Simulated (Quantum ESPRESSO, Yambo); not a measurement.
## NH4Br (P-43m): changed settings of a GW run in Yambo

A base run on NH4Br (P-43m), then changed inputs.

Method: PBEsol and many-body steps on it, plane waves, in Yambo 5.3.0.

### Step 1. Set-up

The structure is cubic, space group P-43m (No. 215). The conventional cell has a = 4.000 Å, b = 4.000 Å, c = 4.000 Å, α = 90.00°, β = 90.00°, γ = 90.00°. Nearest to H lie 1 N at 1.03 Å. Br has 4 H at 2.44 Å nearest. N has 4 H at 1.03 Å nearest. Farther neighbours and most contacts between anions are not listed.

Structure file:

```xyz
6
Lattice="4.0000 0.0000 0.0000 0.0000 4.0000 0.0000 0.0000 0.0000 4.0000" Properties=species:S:1:pos:R:3 pbc="T T T"
H     0.5920    0.5920    0.5920
H     0.5920    3.4080    3.4080
H     3.4080    3.4080    0.5920
H     3.4080    0.5920    3.4080
Br    2.0000    2.0000    2.0000
N     0.0000    0.0000    0.0000
```

The cell and positions come from the Crystallography Open Database and are kept as given unless a step says otherwise.

### Step 2. Base

This step: Yambo 5.3.0; G0W0 on PBEsol, plane waves, norm-conserving pseudopotentials.

Now the one-shot GW correction: screening in the RPA, then the self-energy of the levels asked for.

Input file gw2.in:

```
HF_and_locXC
gw0
dyson
ppa
em1d
rim_cut
RandQpts= 1000000
RandGvec= 1 RL
EXXRLvcs= 72 Ry
VXCRLvcs= 288 Ry
Chimod= "HARTREE"
% BndsRnXp
 1 | 116 |
%
NGsBlkXp= 10.5 Ry
% LongDrXp
 1 | 1 | 1 |
%
% GbndRnge
 1 | 116 |
%
DysSolver= "n"
ExtendOut
PPAPntXp= 27.21138 eV
% QPkrange
 6 | 6 | 7 | 10 |
 1 | 1 | 7 | 10 |
%
```

Launch:

```console
$ OMP_NUM_THREADS=1 mpirun -n 4 yambo -F gw2.in -J gw2 -C gw2 > gw2.log
```

The log of the run:

```text
 Yambo, version 5.3.0

 [02] CORE Variables Setup
 =========================

  [... cell, symmetries and grids as in the set-up ...]

  [02.05] Energies & Occupations
  ==============================

  [X] === General ===
  [X] Electronic Temperature                        :  0.000000  0.000000 [eV K]
  [X] Bosonic    Temperature                        :  0.000000  0.000000 [eV K]
  [X] Finite Temperature mode                       : no
  [X] El. density                                   :  0.25000E+24 [cm-3]
  [X] Fermi Level                                   :  1.079024 [eV]

  [X] === Gaps and Widths ===
  [X] Conduction Band Min                           :  4.097338 [eV]
  [X] Valence Band Max                              :  0.000000 [eV]
  [X] Filled Bands                                  :   8
  [X] Empty Bands                                   :    9  274
  [X] Direct Gap                                    :  4.184637 [eV]
  [X] Direct Gap localized at k                     :  1
  [X] Indirect Gap                                  :  4.097338 [eV]
  [X] Indirect Gap between kpts                     :   6   1
  [X] Last valence band width                       :  1.471107 [eV]
  [X] 1st conduction band width                     :  3.655939 [eV]

 [03] Transferred momenta grid and indexing
 ==========================================

 IBZ Q-points                                      :  10
 BZ  Q-points                                      :   64

 K/Q-points units:
 rlu = crystal or reduced units; cc = cartesian coordinates; iku = interal k-units

 Q [ 1]         [rlu]:  0.000000  0.000000  0.000000
 Q [ 2]         [rlu]:  0.000000  0.000000  0.250000
 Q [ 3]         [rlu]:  0.000000  0.000000 -0.500000
 Q [ 4]         [rlu]:  0.000000  0.250000  0.250000
 Q [ 5]         [rlu]:  0.000000  0.250000 -0.500000
 Q [ 6]         [rlu]:  0.000000 -0.500000 -0.500000
 Q [ 7]         [rlu]:  0.250000  0.250000  0.250000
 Q [ 8]         [rlu]:  0.250000  0.250000 -0.500000
 Q [ 9]         [rlu]:  0.250000 -0.500000 -0.500000
 Q [10]         [rlu]: -0.500000 -0.500000 -0.500000

 [04] Coloumb potential Random Integration (RIM)
 ===============================================

  [04.01] RIM initialization
  ==========================

  * Diagonal components only detected *

  8 x (sBL volume)        :  0.071792 [a.u.]
  sBZ random points       :  1000000
  Points outside the sBZ  :   7992674
  RL volume               :  0.574332 [a.u.]
  Integrated volume       :  0.574858 [a.u.]

  [04.02] RIM integrals
  =====================

  Gamma point sphere radius             :  0.075389 [a.u.]
  Points outside the sphere             :   799758
  [Int_sBZ(q=0) 1/q^2]*(Vol_sBZ)^(-1/3) =:  7.677921
                                 should be <:  7.795600

  Summary of Coulomb integrals for non-metallic bands |Q|[au] RIM/Bare

  Q [1] 0.100000E-4 0.984904 * Q [2] 0.207807 1.050352
  Q [4] 0.293884 1.049366 * Q [7] 0.359933 1.034451
  Q [3] 0.415615 1.019613 * Q [5] 0.464671 1.017741
  Q [8] 0.509022 1.015471 * Q [6] 0.587768 1.012059
  Q [9] 0.623422 1.010860 * Q [10] 0.719866 1.008585

 [WARNING] [Xp] User bands 1-116 break level degeneracy

 [05] Dipoles
 ============

  [05.01] Setup: observables and procedures
  =========================================

 [06] Dynamic Dielectric Matrix (PPA)
 ====================================

 [WR./gw2//ndb.pp]---------------------------------------------------------------
  Brillouin Zone Q/K grids (IBZ/BZ)                :   10   64   10   64
  RL vectors                                       :   5575 [WF]
  Coulomb cutoff potential                         : none
  Electronic Temperature                           :  0.000000 [K]
  Bosonic    Temperature                           :  0.000000 [K]
  PPA    diel. fun.  energies                      : Perdew, Burke & Ernzerhof SOL(X)+Perdew, Burke & Ernzerhof SOL(C)
  wavefunctions                                    : Perdew, Burke & Ernzerhof SOL(X)+Perdew, Burke & Ernzerhof SOL(C)
  Global Gauge                                     : length
  X matrix size                                    :  257
  X band range                                     :    1  116
  X e/h energy range                               : -1.000000 -1.000000 [eV]
  X Time ordering                                  : R
  X Hxc Kernel                                     : HARTREE
  X Drude frequency                                :  0.000000  0.000000
  X poles                                          :  100.0000 [o/o]
  RL vectors in the sum                            :   5575
  [r,Vnl] included                                 : yes
  Field direction                                  :  0.577350E-5  0.577350E-5  0.577350E-5
  BZ energy Double Grid                            : no
  BZ energy DbGd points                            : 0
  BZ Q point size factor                           : -1.000000
  X Optical Averaged directions                    : none

 [07] Local Exchange-Correlation + Non-Local Fock
 ================================================

 [VXC] Plane waves :   35585
 [EXS] Plane waves :   4553

 QP @ state[ 1 ] K range:  1  1
 QP @ state[ 1 ] b range:   7  10
 QP @ state[ 2 ] K range:   6   6
 QP @ state[ 2 ] b range:   7  10

 [xc] Functional : Perdew, Burke & Ernzerhof SOL(X)+Perdew, Burke & Ernzerhof SOL(C)
 [xc] LIBXC used to calculate xc functional
  PP Number of Atomic Species                      :  3
  NLCC RL compoments                               :   35585
  PP Number of Atomic Species                      :  3
  NLCC RL compoments                               :   35585

 [xc] E_xc :  -6.509624 [Ha]
      E_xc :  -13.01925 [Ry]

  Local XC kind (lXC) : Perdew, Burke & Ernzerhof SOL(X)+Perdew, Burke & Ernzerhof SOL(C)
  Non-Local XC kind (nlXC) : Hartree-Fock

  Corrections @ K [1] :  [eV]
 <7|nlXC|7> = -16.66521 -0.68265E-17 <7|lXC|7> = -12.99873 -0.14161E-15
 <8|nlXC|8> = -16.66524 -0.71901E-18 <8|lXC|8> = -12.99873 -0.94408E-16
 <9|nlXC|9> = -5.012816  0.17463E-18 <9|lXC|9> = -9.265698  0.000000
 <10|nlXC|10> = -2.999236 -0.86873E-18 <10|lXC|10> = -7.167320 -0.18882E-15

  Corrections @ K [6] :  [eV]
 <7|nlXC|7> = -16.53413  0.65650E-17 <7|lXC|7> = -12.54733  0.18882E-15
 <8|nlXC|8> = -16.53186 -0.24155E-17 <8|lXC|8> = -12.86961  0.14161E-15
 <9|nlXC|9> = -4.391800 -0.10706E-18 <9|lXC|9> = -8.740475  0.94408E-16
 <10|nlXC|10> = -4.300161  0.32767E-17 <10|lXC|10> = -8.981473 -0.47204E-16

 [08] Dyson equation: Newton solver
 ==================================

  [08.01] G0W0 (W PPA)
  ====================

  [  GW  ] Bands range     :    1  116
  [GW/PPA] G damping       :  0.100000 [eV]

  QP @ state[ 1 ] K range:  1  1
  QP @ state[ 1 ] b range:   7  10
  QP @ state[ 2 ] K range:   6   6
  QP @ state[ 2 ] b range:   7  10

   Sc/G bands                                       :    1  116
   Sc/G damping                                     :  0.100000 ev
   Sc bands terminator                              : no
   Sx RL components                                 :   4553

   QP @ state[ 1 ] K range                          :  1  1
   QP @ state[ 1 ] b range                          :   7  10
   QP @ state[ 2 ] K range                          :   6   6
   QP @ state[ 2 ] b range                          :   7  10
   GF energies kind                                 : Perdew, Burke & Ernzerhof SOL(X)+Perdew, Burke & Ernzerhof SOL(C)
   GF WF`s kind                                     : Perdew, Burke & Ernzerhof SOL(X)+Perdew, Burke & Ernzerhof SOL(C)
   Xs energies kind                                 : Perdew, Burke & Ernzerhof SOL(X)+Perdew, Burke & Ernzerhof SOL(C)
   Xs WF`s kind                                     : Perdew, Burke & Ernzerhof SOL(X)+Perdew, Burke & Ernzerhof SOL(C)

 [11] Game Over & Game summary
```

Wall time 91 s (4 MPI ranks of Arm Neoverse V1, shared host); peak memory 1.6 GiB.

Numbers from this step:

| Item | Value |
| --- | --- |
| G0W0 gap on the points computed | 6.523 eV |
| starting gap on the mesh | 4.097 eV |
| k of the valence top | 0, -0.5, -0.5 |
| k of the conduction bottom | 0, 0, 0 |
| least direct G0W0 gap on the computed points | 6.592 eV |
| Z at the valence top | 0.8178 |
| Z at the conduction bottom | 0.8531 |

The gap on the mesh goes from 4.10 eV to 6.52 eV, a correction of +2.43 eV.

### Step 3. Scissors in G

gw6.in, as its differences from gw2.in of step 2:

```diff
@@ -28 +28,4 @@
 %
+% GfnQP_E
+ 0.5 | 1.0 | 1.0 |
+%
```

Launch:

```console
$ OMP_NUM_THREADS=1 mpirun -n 4 yambo -F gw6.in -J gw6,gw2_W -C gw6 > gw6.log
```

The log of the run:

```text
 Yambo, version 5.3.0

 [02] CORE Variables Setup
 =========================

  [... cell, symmetries and grids as in the set-up ...]

  [02.05] Energies & Occupations
  ==============================

  [X] === General ===
  [X] Electronic Temperature                        :  0.000000  0.000000 [eV K]
  [X] Bosonic    Temperature                        :  0.000000  0.000000 [eV K]
  [X] Finite Temperature mode                       : no
  [X] El. density                                   :  0.25000E+24 [cm-3]
  [X] Fermi Level                                   :  1.079024 [eV]

  [X] === Gaps and Widths ===
  [X] Conduction Band Min                           :  4.097338 [eV]
  [X] Valence Band Max                              :  0.000000 [eV]
  [X] Filled Bands                                  :   8
  [X] Empty Bands                                   :    9  274
  [X] Direct Gap                                    :  4.184637 [eV]
  [X] Direct Gap localized at k                     :  1
  [X] Indirect Gap                                  :  4.097338 [eV]
  [X] Indirect Gap between kpts                     :   6   1
  [X] Last valence band width                       :  1.471107 [eV]
  [X] 1st conduction band width                     :  3.655939 [eV]

 [03] Transferred momenta grid and indexing
 ==========================================

 IBZ Q-points                                      :  10
 BZ  Q-points                                      :   64

 K/Q-points units:
 rlu = crystal or reduced units; cc = cartesian coordinates; iku = interal k-units

 Q [ 1]         [rlu]:  0.000000  0.000000  0.000000
 Q [ 2]         [rlu]:  0.000000  0.000000  0.250000
 Q [ 3]         [rlu]:  0.000000  0.000000 -0.500000
[...]
[G+QP] Indirect Gap between kpts                  :   6   1
  [G+QP] Last valence band width                    :  1.471107 [eV]
  [G+QP] 1st conduction band width                  :  3.655939 [eV]

  [coarse-grid] Minimum Bare Gap        [ev]:  4.097338
  [coarse-grid] Minimum Gap Correction  [ev]:  0.500000

  Eqp @ K [ 1]
  -18.32510 -12.69457  -7.57501  -7.57501  -7.57501  -0.08730  -0.08730  -0.08730
    4.59734   7.29903   7.29903  10.30964  10.30964  10.30964  15.07139  15.07139
  Eqp @ K [ 2]
  -18.28327 -12.71891  -7.61400  -7.53430  -7.53430  -1.13402  -0.14889  -0.14889
[...]
Eqp @ K [ 3]
[...]
Eqp @ K [ 8]
[...]
Eqp @ K [ 9]
[...]
6.92195   8.34005   8.34005   8.66352  11.00495  11.00495  12.89892  15.19402
    8.25328   8.25328   8.25328  10.67612  10.67612  10.67612  10.84930  17.68680

 [06] Dipoles
 ============

  [06.01] Setup: observables and procedures
  =========================================

 [07] Dynamic Dielectric Matrix (PPA)
 ====================================

   Sc/G bands                                       :    1  116
   Sc/G damping                                     :  0.100000 ev
   Sc bands terminator                              : no
   Sx RL components                                 :   4553

   QP @ state[ 1 ] K range                          :  1  1
   QP @ state[ 1 ] b range                          :   7  10
   QP @ state[ 2 ] K range                          :   6   6
   QP @ state[ 2 ] b range                          :   7  10
   GF energies kind                                 : Perdew, Burke & Ernzerhof SOL(X)+Perdew, Burke & Ernzerhof SOL(C)+ user defined corrections @E
   GF WF`s kind                                     : Perdew, Burke & Ernzerhof SOL(X)+Perdew, Burke & Ernzerhof SOL(C)
   Xs energies kind                                 : Perdew, Burke & Ernzerhof SOL(X)+Perdew, Burke & Ernzerhof SOL(C)
   Xs WF`s kind                                     : Perdew, Burke & Ernzerhof SOL(X)+Perdew, Burke & Ernzerhof SOL(C)

 [12] Game Over & Game summary
```

The job ended after 40 s (4 MPI ranks; peak memory 1.6 GiB).

Numbers from this step:

* G0W0 gap on the points computed: 6.573 eV
* starting gap on the mesh: 4.097 eV
* k of the valence top: 0, -0.5, -0.5
* k of the conduction bottom: 0, 0, 0
* least direct G0W0 gap on the computed points: 6.642 eV
* Z at the valence top: 0.8185
* Z at the conduction bottom: 0.8574

The program's own table gives 6.644 eV, which is too large where the input levels are shifted: this version takes Σc at the unshifted level E₀, yet steps from the shifted one. The value above is the Newton step from E₀, E₀ + Z(Σc + Σx − Vxc), rebuilt from the printed columns.

### Step 4. Field direction

gw7.in, as its differences from gw6.in of step 3:

```diff
@@ -16,3 +16,3 @@
 % LongDrXp
- 1 | 1 | 1 |
+ 0 | 0 | 1 |
 %
@@ -28,4 +28 @@
 %
-% GfnQP_E
- 0.5 | 1.0 | 1.0 |
-%
```

Launch:

```console
$ OMP_NUM_THREADS=1 mpirun -n 4 yambo -F gw7.in -J gw7 -C gw7 > gw7.log
```

The log of the run:

```text
 Yambo, version 5.3.0

 [02] CORE Variables Setup
 =========================

  [... cell, symmetries and grids as in the set-up ...]

  [02.05] Energies & Occupations
  ==============================

  [X] === General ===
  [X] Electronic Temperature                        :  0.000000  0.000000 [eV K]
  [X] Bosonic    Temperature                        :  0.000000  0.000000 [eV K]
  [X] Finite Temperature mode                       : no
  [X] El. density                                   :  0.25000E+24 [cm-3]
[...]
QP @ state[ 1 ] b range                          :   7  10
   QP @ state[ 2 ] K range                          :   6   6
   QP @ state[ 2 ] b range                          :   7  10
   GF energies kind                                 : Perdew, Burke & Ernzerhof SOL(X)+Perdew, Burke & Ernzerhof SOL(C)
   GF WF`s kind                                     : Perdew, Burke & Ernzerhof SOL(X)+Perdew, Burke & Ernzerhof SOL(C)
   Xs energies kind                                 : Perdew, Burke & Ernzerhof SOL(X)+Perdew, Burke & Ernzerhof SOL(C)
   Xs WF`s kind                                     : Perdew, Burke & Ernzerhof SOL(X)+Perdew, Burke & Ernzerhof SOL(C)

 [11] Game Over & Game summary
```

It took 92 s on 4 MPI ranks; peak memory 1.6 GiB.

Numbers from this step:

```
G0W0 gap on the points computed              : 6.523 eV
starting gap on the mesh                     : 4.097 eV
k of the valence top                         : 0, -0.5, -0.5
k of the conduction bottom                   : 0, 0, 0
least direct G0W0 gap on the computed points : 6.592 eV
```

Against G0W0 in Yambo (4×4×4 mesh, 116 bands, screening to 142.9 eV, Godby-Needs plasmon pole), the gap moves by −0.0001 eV.

### Step 5. More bands than the database holds

gw8.in, as its differences from gw7.in of step 4:

```diff
@@ -12,3 +12,3 @@
 % BndsRnXp
- 1 | 116 |
+ 1 | 822 |
 %
@@ -16,6 +16,6 @@
 % LongDrXp
- 0 | 0 | 1 |
+ 1 | 1 | 1 |
 %
 % GbndRnge
- 1 | 116 |
+ 1 | 822 |
 %
```

Launch:

```console
$ OMP_NUM_THREADS=1 mpirun -n 4 yambo -F gw8.in -J gw8 -C gw8 > gw8.log
```

The log of the run:

```text
 Yambo, version 5.3.0

 [02] CORE Variables Setup
 =========================

  [... cell, symmetries and grids as in the set-up ...]

  [02.05] Energies & Occupations
  ==============================

  [X] === General ===
  [X] Electronic Temperature                        :  0.000000  0.000000 [eV K]
  [X] Bosonic    Temperature                        :  0.000000  0.000000 [eV K]
  [X] Finite Temperature mode                       : no
  [X] El. density                                   :  0.25000E+24 [cm-3]
  [X] Fermi Level                                   :  1.079024 [eV]

  [X] === Gaps and Widths ===
  [X] Conduction Band Min                           :  4.097338 [eV]
  [X] Valence Band Max                              :  0.000000 [eV]
  [X] Filled Bands                                  :   8
  [X] Empty Bands                                   :    9  274
  [X] Direct Gap                                    :  4.184637 [eV]
  [X] Direct Gap localized at k                     :  1
  [X] Indirect Gap                                  :  4.097338 [eV]
  [X] Indirect Gap between kpts                     :   6   1
  [X] Last valence band width                       :  1.471107 [eV]
  [X] 1st conduction band width                     :  3.655939 [eV]

 [03] Transferred momenta grid and indexing
 ==========================================

 IBZ Q-points                                      :  10
 BZ  Q-points                                      :   64

[ERROR] STOP signal received while in[05.01] Setup: observables and procedures
[ERROR] Error in parallel wf distribution (Dipole ic)
```

The job ended after 2.9 s (4 MPI ranks; peak memory 0.99 GiB).

The run stopped with an error after 2.9 s.

The program's words: [ERROR] STOP signal received while in[05.01] Setup: observables and procedures [ERROR] Error in parallel wf distribution (Dipole ic)

The fault put into this input: more bands than the database holds.

### Step 6. The runs together

Times are wall times on 4 MPI ranks of Arm Neoverse V1, shared host, good to a factor of about two.

| run | mesh | bands | screening cutoff (eV) | DFT gap (eV) | gap on the mesh (eV) | direct (eV) | time |
| --- | --- | --- | --- | --- | --- | --- | --- |
| base | 4×4×4 | 116 | 142.9 | 4.097 | 6.523 | 6.592 | 91 s |
| scissors in G | 4×4×4 | 116 | 142.9 | 4.097 | 6.573 | 6.642 | 40 s |
| field direction | 4×4×4 | 116 | 142.9 | 4.097 | 6.523 | 6.592 | 92 s |

### Step 7. Outcome

```
base            : 6.523 eV
scissors in G   : 6.573 eV
field direction : 6.523 eV
known limits    : not at the basis limit; no spin-orbit coupling; coarse k mesh
```

**Reading.** Scissors in G: +0.049 eV against base (keys changed: GfnQP_E). Field direction: no change against base (keys changed: LongDrXp). Bands and cutoff are finite, so the gap is not at the basis limit. The miss can reach some tenths of an eV and take either sign; the mesh is an error of its own. In the G0W0 runs levels were corrected at 2 k points alone, so a gap called «on the mesh» is the least over those, and an edge elsewhere would be missed. The 4×4×4 mesh is coarse for this cell, which bears on the long-range parts of exchange and screening. The many-body steps are scalar-relativistic: spin-orbit coupling is not in them.

[Paths, hosts, dates, memory and timing lines, banners, echoed tables and standing remarks are left out of the program output.]

[Logs are printed without paths, hosts, clocks, repeated set-up lines and the standing remarks that a program may print on its own settings, such as how far it seeks lower states.]

[Runs of the session that timed out or met a known fault of the program may be left out.]

[Hosts, paths, dates, database ids (printed as entryN), source tags and the programs' standing remarks are cut or masked in the printed files.]
